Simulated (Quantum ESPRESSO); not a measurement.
# B K-edge XANES of BN (P6_3/mmc)

What does one-electron theory with a core hole give for the B K edge of BN (P6_3/mmc)?

Method: X-ray absorption near-edge structure, plane-wave PAW LDA, one-electron final states by a Lanczos continued fraction, in Quantum ESPRESSO 7.5.

An experiment to compare with: “Outstanding Thermal Conductivity of Single Atomic Layer Isotope-Modified Boron Nitride” (2020, arxiv:2008.00443). The in-plane thermal conductivity of suspended one- to three-layer hexagonal boron nitride enriched in boron-10 or boron-11 was measured near room temperature by the optothermal Raman technique. Raman, X-ray absorption and electron diffraction were used to characterise the exfoliated sheets and their parent crystals. It reports B K-edge features by NEXAFS at 55 deg incidence on isotopically pure and natural BN, same position in all; the values are set beside the results at the end.

The database entry behind the starting cell differs from later determinations by our own check (about 0.3 % short, minor phase), so it need not match the best structure at ambient conditions.

## 1. Set-up

It takes space group P6_3/mmc (No. 194, hexagonal). Conventional cell: a = 2.498 Å, b = 2.498 Å, c = 6.636 Å, α = 90.00°, β = 90.00°, γ = 120.00°. Nearest to N lie 3 B at 1.44 Å. Nearest to B lie 3 N at 1.44 Å. Farther neighbours and most contacts between anions are not listed.

## 2. The field without a hole

A plain self-consistent run shows whether there is a gap, which decides the set-up of the core-hole run.

The input, scf.in:

```
&control
   calculation='scf', prefix='x', pseudo_dir='../pp', outdir='tmp', tprnfor=.true.
/
&system
   ibrav=0, nat=4, ntyp=3, nbnd=12
   ecutwfc=57, ecutrho=370
   occupations='smearing', smearing='mv', degauss=0.015
/
&electrons
   conv_thr=4.0e-08, electron_maxstep=120
   mixing_beta=0.5
/
ATOMIC_SPECIES
N 1.0 N.lda-n-kjpaw.UPF
B3 1.0 B.lda-n-kjpaw.UPF
B 1.0 B.lda-n-kjpaw.UPF
CELL_PARAMETERS angstrom
  2.49824000 0.00000000 0.00000000
  -1.24912000 2.16353930 0.00000000
  0.00000000 0.00000000 6.63570000
ATOMIC_POSITIONS crystal
N    0.66666667 0.33333333 0.25000000
N    0.33333333 0.66666667 0.75000000
B3   0.66666667 0.33333333 0.75000000
B    0.33333333 0.66666667 0.25000000
K_POINTS automatic
12 12 4 0 0 0
```

The input, N.lda-n-kjpaw.ld1.in:

```
&input
   title='N', zed=7., rel=1, iswitch=3, dft='PZ',
   config='[He] 2s2 2p3'
/
&inputp
   file_pseudopw='N.lda-n-kjpaw.UPF', author='',
   lpaw=.true.,
   pseudotype=3,
   lloc=-1,
   rcloc=1.2,
   which_augfun='PSQ',
   rmatch_augfun_nc=.true.,
   nlcc=.true.,
   new_core_ps=.true.,
   rcore=0.7,
   tm=.true.,
   lgipaw_reconstruction=.true., use_paw_as_gipaw=.true.
/
4
2S  1  0  2.00  0.00  1.00  1.30  0.0
2S  1  0  0.00  2.00  1.00  1.30  0.0
2P  2  1  3.00  0.00  0.90  1.35  0.0
2P  2  1  0.00  0.05  0.90  1.35  0.0
```

The input, B.lda-n-kjpaw.ld1.in:

```
&input
   title='B', zed=5., rel=1, iswitch=3, dft='PZ',
   config='[He] 2s2 2p1'
/
&inputp
   file_pseudopw='B.lda-n-kjpaw.UPF', author='',
   lpaw=.true.,
   pseudotype=3,
   lloc=-1,
   rcloc=1.2,
   which_augfun='PSQ',
   rmatch_augfun_nc=.true.,
   nlcc=.true.,
   new_core_ps=.true.,
   rcore=0.9,
   tm=.true.,
   lgipaw_reconstruction=.true., use_paw_as_gipaw=.true.
/
4
2S  1  0  2.00  0.00  1.00  1.20  0.0
2S  1  0  0.00  3.00  1.00  1.20  0.0
2P  2  1  1.00  0.00  1.00  1.40  0.0
2P  2  1  0.00  1.50  1.00  1.40  0.0
```

The run is started by

```sh
$ OMP_NUM_THREADS=1 mpirun --oversubscribe --bind-to none -np 8 pw.x -nk 8 -in scf.in > scf.out
```

Output:

```text
     [... banner and references ...]
using ibrav=0 with symmetry is DISCOURAGED, use correct ibrav instead

     G-vector sticks info
     --------------------

     Using Slab Decomposition

     bravais-lattice index     =            0
     lattice parameter (alat)  =       4.7210  a.u.
     unit-cell volume          =     242.0373 (a.u.)^3
     number of atoms/cell      =            4
     number of atomic types    =            3
     number of electrons       =        16.00
     number of Kohn-Sham states=           12
     kinetic-energy cutoff     =      57.0000  Ry
     charge density cutoff     =     370.0000  Ry
     scf convergence threshold =      4.0E-08
     mixing beta               =       0.5000
     number of iterations used =            8  plain     mixing
     Exchange-correlation= SLA  PZ   NOGX NOGC
                           (   1   1   0   0   0   0   0)

     celldm(1)=   4.720989  celldm(2)=   0.000000  celldm(3)=   0.000000
     celldm(4)=   0.000000  celldm(5)=   0.000000  celldm(6)=   0.000000

     crystal axes: (cart. coord. in units of alat)
               a(1) = (   1.000000   0.000000   0.000000 )
               a(2) = (  -0.500000   0.866025   0.000000 )
               a(3) = (   0.000000   0.000000   2.656150 )

     reciprocal axes: (cart. coord. in units 2 pi/alat)
               b(1) = (  1.000000  0.577350 -0.000000 )
               b(2) = (  0.000000  1.154701  0.000000 )
               b(3) = (  0.000000 -0.000000  0.376485 )

     ../pp/N.lda-n-kjpaw.UPF
     Pseudo is Projector augmented-wave + core cor, Zval =  5.0
     Shape of augmentation charge: PSQ
     Using radial grid of 1085 points,  4 beta functions with:
                l(1) =   0
                l(2) =   0
                l(3) =   1
                l(4) =   1
     Q(r) pseudized with 0 coefficients

     ../pp/B.lda-n-kjpaw.UPF
     Pseudo is Projector augmented-wave + core cor, Zval =  3.0
     Shape of augmentation charge: PSQ
     Using radial grid of 1059 points,  4 beta functions with:
                l(1) =   0
[...]
Q(r) pseudized with 0 coefficients

     ../pp/B.lda-n-kjpaw.UPF
     Pseudo is Projector augmented-wave + core cor, Zval =  3.0
     Shape of augmentation charge: PSQ
     Using radial grid of 1059 points,  4 beta functions with:
[...]
l(2) =   0
                l(3) =   1
                l(4) =   1
     Q(r) pseudized with 0 coefficients

     atomic species   valence    mass     pseudopotential
     N                 5.00     1.00000     N ( 1.00)
     B3                3.00     1.00000     B ( 1.00)
     B                 3.00     1.00000     B ( 1.00)

     12 Sym. Ops. (no inversion) found ( 6 have fractional translation)

   Cartesian axes

     site n.     atom                  positions (alat units)
         1        N      tau(   1) = (   0.5000000   0.2886751   0.6640375  )
         2        N      tau(   2) = (  -0.0000000   0.5773503   1.9921124  )
         3        B3     tau(   3) = (   0.5000000   0.2886751   1.9921124  )
         4        B      tau(   4) = (  -0.0000000   0.5773503   0.6640375  )

     number of k points=    57  Marzari-Vanderbilt smearing, width (Ry)=  0.0150
                       cart. coord. in units 2pi/alat
        k(    1) = (   0.0000000   0.0000000   0.0000000), wk =   0.0034722
        k(    2) = (   0.0000000   0.0000000   0.0941212), wk =   0.0069444
        k(    3) = (   0.0000000   0.0000000  -0.1882424), wk =   0.0034722
        k(    4) = (   0.0000000   0.0962250   0.0000000), wk =   0.0208333
        k(    5) = (   0.0000000   0.0962250   0.0941212), wk =   0.0416667
[...]
k(   55) = (   0.3333333   0.5773503   0.0000000), wk =   0.0069444
        k(   56) = (   0.3333333   0.5773503   0.0941212), wk =   0.0138889
        k(   57) = (   0.3333333   0.5773503  -0.1882424), wk =   0.0069444
[...]
estimated scf accuracy    <       0.00012857 Ry

     iteration #  6     ecut=    57.00 Ry     beta= 0.50
     Davidson diagonalization with overlap
     ethr =  8.04E-07,  avg # of iterations =  2.5

     negative rho (up, down):  2.151E-03 0.000E+00

     total energy              =     -77.20660553 Ry
     estimated scf accuracy    <       0.00000150 Ry

     iteration #  7     ecut=    57.00 Ry     beta= 0.50
     Davidson diagonalization with overlap
     ethr =  9.39E-09,  avg # of iterations =  3.1

     negative rho (up, down):  2.171E-03 0.000E+00

     total energy              =     -77.20660658 Ry
     estimated scf accuracy    <       0.00000104 Ry

     iteration #  8     ecut=    57.00 Ry     beta= 0.50
     Davidson diagonalization with overlap
     ethr =  6.49E-09,  avg # of iterations =  2.0

     negative rho (up, down):  2.174E-03 0.000E+00

     End of self-consistent calculation

          k = 0.0000 0.0000 0.0000 (  1747 PWs)   bands (ev):

   -13.1577 -12.8418  -1.8885   0.3278   3.1683   3.1683   3.2061   3.2061
     9.4382  14.5390  16.0602  16.0603

          k = 0.0000 0.0000 0.0941 (  1758 PWs)   bands (ev):

   -13.1141 -12.8909  -1.6200  -0.0770   3.1739   3.1739   3.2005   3.2005
    10.1585  13.6736  16.0785  16.0787

          k = 0.0000 0.0000-0.1882 (  1770 PWs)   bands (ev):

   -13.0053 -13.0052  -0.9118  -0.9118   3.1871   3.1871   3.1872   3.1872
    11.8610  11.8610  16.1233  16.1234

          k = 0.0000 0.0962 0.0000 (  1759 PWs)   bands (ev):

   -13.0209 -12.7099  -1.6991   0.4974   2.6168   2.6498   2.9030   2.9450
     9.6824  14.4626  15.9103  16.1065

          k = 0.0000 0.0962 0.0941 (  1762 PWs)   bands (ev):

   -12.9779 -12.7582  -1.4331   0.0959   2.6232   2.6482   2.9091   2.9388
    10.3847  13.7225  15.9546  16.0892

          k = 0.0000 0.0962-0.1882 (  1772 PWs)   bands (ev):

[...]
k = 0.0000 0.1925 0.0000 (  1754 PWs)   bands (ev):

[...]
k = 0.0000 0.1925-0.1882 (  1774 PWs)   bands (ev):

[...]
k = 0.0000 0.2887-0.1882 (  1774 PWs)   bands (ev):

[...]
k = 0.0000 0.3849-0.1882 (  1752 PWs)   bands (ev):

[...]
k = 0.0000-0.5774 0.0000 (  1756 PWs)   bands (ev):

[...]
k = 0.0000-0.5774 0.0941 (  1760 PWs)   bands (ev):

[...]
k = 0.0000-0.5774-0.1882 (  1768 PWs)   bands (ev):

[...]
k = 0.2500 0.4330-0.1882 (  1750 PWs)   bands (ev):

[...]
k = 0.2500 0.5292 0.0941 (  1751 PWs)   bands (ev):

[...]
k = 0.2500 0.5292-0.1882 (  1752 PWs)   bands (ev):

[...]
k = 0.3333 0.5774 0.0000 (  1728 PWs)   bands (ev):

    -9.2581  -9.2580  -3.5962  -3.4280  -2.5741  -2.5740   4.3980   4.3980
     9.2381   9.2381  14.9105  17.5575

          k = 0.3333 0.5774 0.0941 (  1743 PWs)   bands (ev):

    -9.2579  -9.2578  -3.5722  -3.4532  -2.5780  -2.5779   4.4412   4.4413
     9.1220   9.1220  15.2334  17.8926

          k = 0.3333 0.5774-0.1882 (  1758 PWs)   bands (ev):

    -9.2577  -9.2576  -3.5134  -3.5133  -2.5818  -2.5818   4.4859   4.4860
     9.0075   9.0075  16.1418  16.1418

     the Fermi energy is     6.7590 ev

!    total energy              =     -77.20660668 Ry
     total all-electron energy =      -316.443097 Ry
     estimated scf accuracy    <       0.00000003 Ry
     smearing contrib. (-TS)   =      -0.00000000 Ry
     internal energy E=F+TS    =     -77.20660668 Ry

     The total energy is F=E-TS. E is the sum of the following terms:
     one-electron contribution =     -15.31810307 Ry
     hartree contribution      =      16.37353780 Ry
     xc contribution           =     -17.56001288 Ry
     ewald contribution        =     -36.74426615 Ry
     one-center paw contrib.   =     -23.95776239 Ry

     convergence has been achieved in   8 iterations

     negative rho (up, down):  2.174E-03 0.000E+00

     Forces acting on atoms (cartesian axes, Ry/au):

     atom    1 type  1   force =     0.00000000    0.00000000    0.00000000
     atom    2 type  1   force =     0.00000000    0.00000000    0.00000000
     atom    3 type  2   force =     0.00000000    0.00000000    0.00000000
     atom    4 type  3   force =     0.00000000    0.00000000    0.00000000

     Total force =     0.000000     Total SCF correction =     0.000000

     XML data file, charge density, pseudopotentials, collected wavefunctions

=------------------------------------------------------------------------------=
   JOB DONE.
=------------------------------------------------------------------------------=
```

Wall time 3 s (8 MPI ranks of Arm Neoverse V2, shared host); peak memory 0.06 GiB; 23 s of CPU time.

Absorbing atoms carry a label of their own (element plus a letter or digit), as the spectrum program needs them as separate species.

The mesh shows a gap of 4.10 eV, so the hole is first treated in a charged cell, without the excited electron.

## 3. Spectrum without a core hole, B atom 3

This cheap baseline ignores the attraction of the hole: it shows the absorber's empty states as they are in the ground state.

The absorber has 3 N at 1.44 Å (trigonal planar, site symmetry -6m2).

The input, xspectra.in:

```
&input_xspectra
   calculation='xanes_dipole', edge='K'
   prefix='x', outdir='tmp', xiabs=2, xe0=6.5363
   xonly_plot=.false., x_save_file='xanes.sav'
   xniter=3000, xcheck_conv=20, xerror=0.005
   xcoordcrys=.false., xepsilon(1)=1, xepsilon(2)=0, xepsilon(3)=0
/
&plot
   xnepoint=413, xemin=-10, xemax=45, terminator=.true., cut_occ_states=.true.
   xgamma=0.4
/
&pseudos
   filecore='../B.wfc'
/
&cut_occ
   cut_desmooth=0.1, cut_stepl=0.05, cut_stepu=0.05, cut_ierror=1e-5
/
10 10 4 0 0 0
```

The run is started by

```sh
$ OMP_NUM_THREADS=1 mpirun --oversubscribe --bind-to none -np 8 xspectra.x -nk 8 -in xspectra.in > xspectra.out
```

Output:

```text
     [... banner and references ...]
Reading input_file

     calculation: xanes_dipole

     xepsilon  [cartesian coordinates]:   1.000000   0.000000   0.000000

     xonly_plot: FALSE
        => complete calculation: Lanczos + spectrum plot

     filecore (core-wavefunction file): ../B.wfc

     main plot parameters:
        cut_occ_states: TRUE
        gamma_mode:  constant
        -> using xgamma [eV]:  0.40
        xemin [eV]: -10.00
        xemax [eV]:  45.00
        xnepoint:  413
        xe0 [eV]:   6.536300 (energy zero read in input file)

[...]
Results of STEP 1 successfully written in x_save_file
     x_save_file name:
     ->  xanes.sav
     x_save_file version:  2

     ... End STEP 1 ...

     ... Begin STEP 2 ...

     The spectrum is calculated using the following parameters:
        xe0 [eV]:    6.5363
        the occupied states are elimintate from the spectrum
        xemin [eV]: -10.00
        xemax [eV]:  45.00
        xnepoint:  413
        constant broadening parameter [eV]:    0.400
        Core level energy [eV]:  -188.0
         (from electron binding energy of neutral atoms in X-ray data booklet)

     Cross-section successfully written in xanes.dat

     ... End STEP 2 ...

                                END JOB XSpectra
```

Elapsed: 19 s, on 8 MPI ranks; peak memory 0.07 GiB.

The B K spectrum, B atom 3, no core hole (energy from the lowest empty level; intensity scaled to a mean of 1 over the first 20 eV; the points at xe0, where the cut of filled states can leave a spike, are interpolated; polarised curves are means over the symmetry-equivalent atoms):

```
E (eV)  isotropic  ε ⊥ c  ε ∥ c
  -2.0       0.06   0.02   0.14
  -1.5       0.08   0.02   0.20
  -1.0       0.11   0.02   0.30
  -0.5       0.20   0.02   0.56
   0.0       0.47   0.02   1.35
   0.5       0.99   0.03   2.90
   1.0       1.09   0.03   3.21
   1.5       1.00   0.04   2.92
   2.0       0.76   0.04   2.19
   2.5       0.66   0.05   1.89
   3.0       0.61   0.06   1.71
   3.5       0.45   0.08   1.19
   4.0       0.37   0.09   0.93
   4.5       0.41   0.13   0.98
   5.0       0.48   0.18   1.08
   5.5       0.48   0.28   0.87
   6.0       0.62   0.50   0.86
   6.5       0.96   0.82   1.24
   7.0       1.30   1.36   1.17
   7.5       1.74   2.03   1.14
   8.0       1.62   1.73   1.40
   8.5       1.49   1.52   1.44
   9.0       1.14   1.06   1.32
   9.5       1.02   0.96   1.13
  10.0       0.92   0.91   0.93
  10.5       1.22   1.30   1.05
  11.0       1.48   1.53   1.39
  11.5       1.30   1.24   1.42
  12.0       1.11   0.94   1.44
  12.5       1.14   1.18   1.05
  13.0       1.12   1.33   0.72
  13.5       1.45   1.81   0.74
  14.0       1.18   1.33   0.87
  14.5       1.02   1.14   0.77
  15.0       1.00   1.18   0.63
  15.5       1.09   1.32   0.62
  16.0       1.39   1.74   0.68
  16.5       1.55   1.99   0.68
  17.0       1.40   1.80   0.60
  17.5       1.07   1.34   0.53
  18.0       0.80   0.89   0.62
  18.5       0.71   0.76   0.62
  19.0       0.65   0.68   0.57
  19.5       0.68   0.72   0.60
  20.0       0.58   0.64   0.48
  20.5       0.79   0.90   0.56
  21.0       0.88   1.05   0.54
  21.5       1.08   1.36   0.52
  22.0       1.41   1.83   0.57
  22.5       1.79   2.35   0.66
  23.0       2.32   3.16   0.66
  23.5       2.34   3.18   0.67
  24.0       1.69   2.29   0.51
  24.5       1.76   2.33   0.62
  25.0       1.57   2.07   0.58
  25.5       1.21   1.53   0.57
  26.0       1.08   1.36   0.54
  26.5       0.83   1.00   0.47
  27.0       0.62   0.67   0.53
  27.5       0.55   0.47   0.69
  28.0       0.52   0.34   0.88
  28.5       0.54   0.34   0.93
  29.0       0.63   0.37   1.14
  29.5       0.62   0.34   1.16
  30.0       0.50   0.28   0.94
  30.5       0.66   0.31   1.36
  31.0       0.72   0.32   1.54
  31.5       0.73   0.33   1.52
  32.0       0.69   0.35   1.39
```

Main maxima below 24 eV (height): 1.2 eV (1.12), 7.6 eV (1.75), 11.0 eV (1.49), 13.6 eV (1.47), 16.4 eV (1.59) and 23.2 eV (2.53). A K edge sees empty p states; at this planar three-fold site the curve for the electric vector normal to the plane peaks at 1.2 eV, where it is mainly π* that absorbs: that direction carries over 70 % of the weight there.

## 4. Another broadening

The final state's lifetime shortens with energy, so measured features broaden above the edge; the saved Lanczos coefficients are redrawn with a width that grows.

The input, xspectra_plot.in:

```
&input_xspectra
   calculation='xanes_dipole', edge='K'
   prefix='x', outdir='tmp', xiabs=2, xe0=6.5363
   xonly_plot=.true., x_save_file='xanes.sav'
   xniter=3000, xcheck_conv=20, xerror=0.005
   xcoordcrys=.false., xepsilon(1)=1, xepsilon(2)=0, xepsilon(3)=0
/
&plot
   xnepoint=413, xemin=-10, xemax=45, terminator=.true., cut_occ_states=.true.
   gamma_mode='variable', gamma_energy(1)=4, gamma_energy(2)=25, gamma_value(1)=0.3, gamma_value(2)=2.5
/
&pseudos
   filecore='../B.wfc'
/
&cut_occ
   cut_desmooth=0.1, cut_stepl=0.05, cut_stepu=0.05, cut_ierror=1e-5
/
10 10 4 0 0 0
```

The run is started by

```sh
$ OMP_NUM_THREADS=1 xspectra.x -in xspectra_plot.in > xspectra_plot.out
```

Output:

```text
     [... banner and references ...]
Reading input_file
     -------------------------------------------------------------------------

     calculation: xanes_dipole

     xonly_plot: TRUE
        => only the spectrum plot

     main plot parameters:
        cut_occ_states: TRUE
        gamma_mode:  variable
        -> first, constant up to point ( 4.00, 0.30) [eV]
        -> then, linear up to point (25.00, 2.50) [eV]
        -> finally, constant up to xemax
        xemin [eV]: -10.00
        xemax [eV]:  45.00
        xnepoint:  413
[...]
xemin [eV]: -10.00
        xemax [eV]:  45.00
        xnepoint:  413
        energy-dependent broadening parameter:
         -> first, constant up to point ( 4.00, 0.30) [eV]
         -> then, linear up to point (25.00, 2.50) [eV]
         -> finally, constant up to xemax
        Core level energy [eV]:  -188.0
         (from electron binding energy of neutral atoms in X-ray data booklet)

     Cross-section successfully written in xanes.dat

     -------------------------------------------------------------------------
                                END JOB XSpectra
     -------------------------------------------------------------------------
[key lines of the parts left out:]
Fermi level [eV]:   4.4860
```

The job ended after 6.8 s (1 MPI rank; peak memory 0.05 GiB).

With a Lorentzian half width 0.3 eV up to 4 eV, rising linearly to 2.5 eV at 25 eV (counted from xe0, 2.1 eV below the zero used here), the maxima are 1.2 eV (1.24), 7.7 eV (1.40), 11.0 eV (1.20), 16.0 eV (1.14) and 23.5 eV (1.29).

## 5. Reference energy of the supercell

The photon energy needs a difference of total energies, so the cell and mesh of the coming hole run are first run without a hole.

The input, scf.in:

```
&control
   calculation='scf', prefix='x', pseudo_dir='../pp', outdir='tmp', tprnfor=.true.
/
&system
   ibrav=0, nat=16, ntyp=2, nbnd=36
   ecutwfc=57, ecutrho=370
   occupations='fixed'
/
&electrons
   conv_thr=1.6e-07, electron_maxstep=120
   mixing_beta=0.5
/
ATOMIC_SPECIES
N 1.0 N.lda-n-kjpaw.UPF
B 1.0 B.lda-n-kjpaw.UPF
CELL_PARAMETERS angstrom
  4.99648000 0.00000000 0.00000000
  -2.49824000 4.32707861 0.00000000
  0.00000000 0.00000000 6.63570000
ATOMIC_POSITIONS crystal
N    0.33333333 0.16666667 0.25000000
N    0.33333333 0.66666667 0.25000000
N    0.83333333 0.16666667 0.25000000
N    0.83333333 0.66666667 0.25000000
N    0.16666667 0.33333333 0.75000000
N    0.16666667 0.83333333 0.75000000
N    0.66666667 0.33333333 0.75000000
N    0.66666667 0.83333333 0.75000000
B    0.33333333 0.16666667 0.75000000
B    0.33333333 0.66666667 0.75000000
B    0.83333333 0.16666667 0.75000000
B    0.83333333 0.66666667 0.75000000
B    0.16666667 0.33333333 0.25000000
B    0.16666667 0.83333333 0.25000000
B    0.66666667 0.33333333 0.25000000
B    0.66666667 0.83333333 0.25000000
K_POINTS automatic
4 4 3 0 0 0
```

The run is started by

```sh
$ OMP_NUM_THREADS=1 mpirun --oversubscribe --bind-to none -np 8 pw.x -nk 8 -in scf.in > scf.out
```

Output:

```text
     [... banner and references ...]
[banner, memory and clock lines left out]
Found identity + (  0.0000 -0.5000  0.0000) symmetry
     This is a supercell, fractional translations are disabled
     using ibrav=0 with symmetry is DISCOURAGED, use correct ibrav instead

     G-vector sticks info

     bravais-lattice index     =            0
     lattice parameter (alat)  =       9.4420  a.u.
     unit-cell volume          =     968.1492 (a.u.)^3
     number of atoms/cell      =           16
[...]
atom    2 type  1   force =    -0.00000000   -0.00000000    0.00000012
     atom    3 type  1   force =    -0.00000018    0.00000010    0.00000005
[...]
atom   15 type  2   force =     0.00000000    0.00000000   -0.00000000
     atom   16 type  2   force =     0.00000020    0.00000011    0.00000004

     Total force =     0.000001     Total SCF correction =     0.000004
     SCF correction compared to forces is large: reduce conv_thr to get better values

     XML data file, charge density, pseudopotentials, collected wavefunctions
[key lines of the parts left out:]
!    total energy              =    -308.82639742 Ry
convergence has been achieved in  10 iterations
```

Elapsed: 10 s, on 8 MPI ranks; peak memory 0.15 GiB; 83 s of CPU time.

Reference energy: -17221.710 eV with the cores included.

[end of part 1 of 4]

[Banner, clock and machine lines of the logs are left out without a mark of their own.]

[Logs are printed without paths, hosts, clocks, repeated set-up lines and the standing remarks that a program may print on its own settings, such as how far it seeks lower states.]

[Hosts, paths, dates, database ids (printed as entryN), source tags and the programs' standing remarks are cut or masked in the printed files.]

[Lists of maxima count a maximum above −3 eV only where it reaches 4 % of the highest in the window and stands out from its surroundings by 2 % of it (1.5 % where it reaches 55 %); shoulders and weaker maxima are passed over, and of the rest the first, up to two pre-edge ones and the few strongest are named.]
